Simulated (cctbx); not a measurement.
**Symmetry from intensities**

Cell: a = 13.9890 Å, b = 14.4400 Å, c = 8.8080 Å, α = 90.00°, β = 90.00°, γ = 90.00°. Expected content of the cell: Ir20 Ga76 Zn8.

Simulated single-crystal data (cctbx): synchrotron X-rays, λ = 0.4959 Å, to d = 0.77 Å, 70 % of the full sphere, strongest reflection 20000 counts, noise from counting, a 3 % proportional error and a noise floor of 15 counts (s.d.); no absorption, some extinction.

Tests on the unmerged data give:

```text
11408 reflections to d = 0.770 A
centring   violations  <I/sigma> of those
    A          0 of  5690      0.0
    B          0 of  5666     -0.0
    C          0 of  5714      0.0
    I       1228 of  5682      2.9
    R       1606 of  7571      2.6
    F          0 of  8535      0.0
Laue class    unique    Rint  (classes that these axes allow; Friedel mates merged)
F m m m           584   0.049
space group    extra absences  I>4sigma  <I/sigma>
F 2 2 2                 0          0         -  acentric
F m m 2                 0          0         -  acentric
F 2 m m                 0          0         -  acentric
F m 2 m                 0          0         -  acentric
F m m m                 0          0         -  centric
Wilson B = 0.40 A^2   <|E^2-1|> = 0.835 (0.968 centric, 0.736 acentric)   E^2>4: 4.0 %
shell (A)         n   <I/sigma>
 7.22 - 1.54     86     22.9
 1.54 - 1.22     72     23.7
 1.22 - 1.07     77     24.9
 1.07 - 0.97     72     19.5
 0.97 - 0.90     71     21.1
 0.90 - 0.85     69     21.3
 0.85 - 0.81     72     19.4
 0.81 - 0.77     65     20.0
```

**Question.** What are the lattice type, the Laue class and the likely space group?

The reflections that A, B, C and F centring forbids are absent (⟨I/σ⟩ near 0), so the lattice is F. F holds A, B and C together.

Only F m m m fits these axes (Rint 0.049); a search for a hidden higher lattice was not made.

5 settings pass the absence test. No glide or screw absences show, which leaves F 2 2 2, F m m 2, F 2 m m, F m 2 m and F m m m.

⟨|E²−1|⟩ = 0.835 lies between the two ideal values. The Wilson B of 0.40 Å² means U ≈ 0.0051 Å².

The true group is Fmm2 (no. 42), Laue class mmm, non-centrosymmetric. The tables only narrow the choice to the tied entries; cell content, site symmetry and trial solutions must settle it.

The model is made up (kin elements in a known structure type, no relaxation), so it says nothing on whether the phase exists.

[Logs are printed without paths, hosts, clocks, repeated set-up lines and the standing remarks that a program may print on its own settings, such as how far it seeks lower states.]
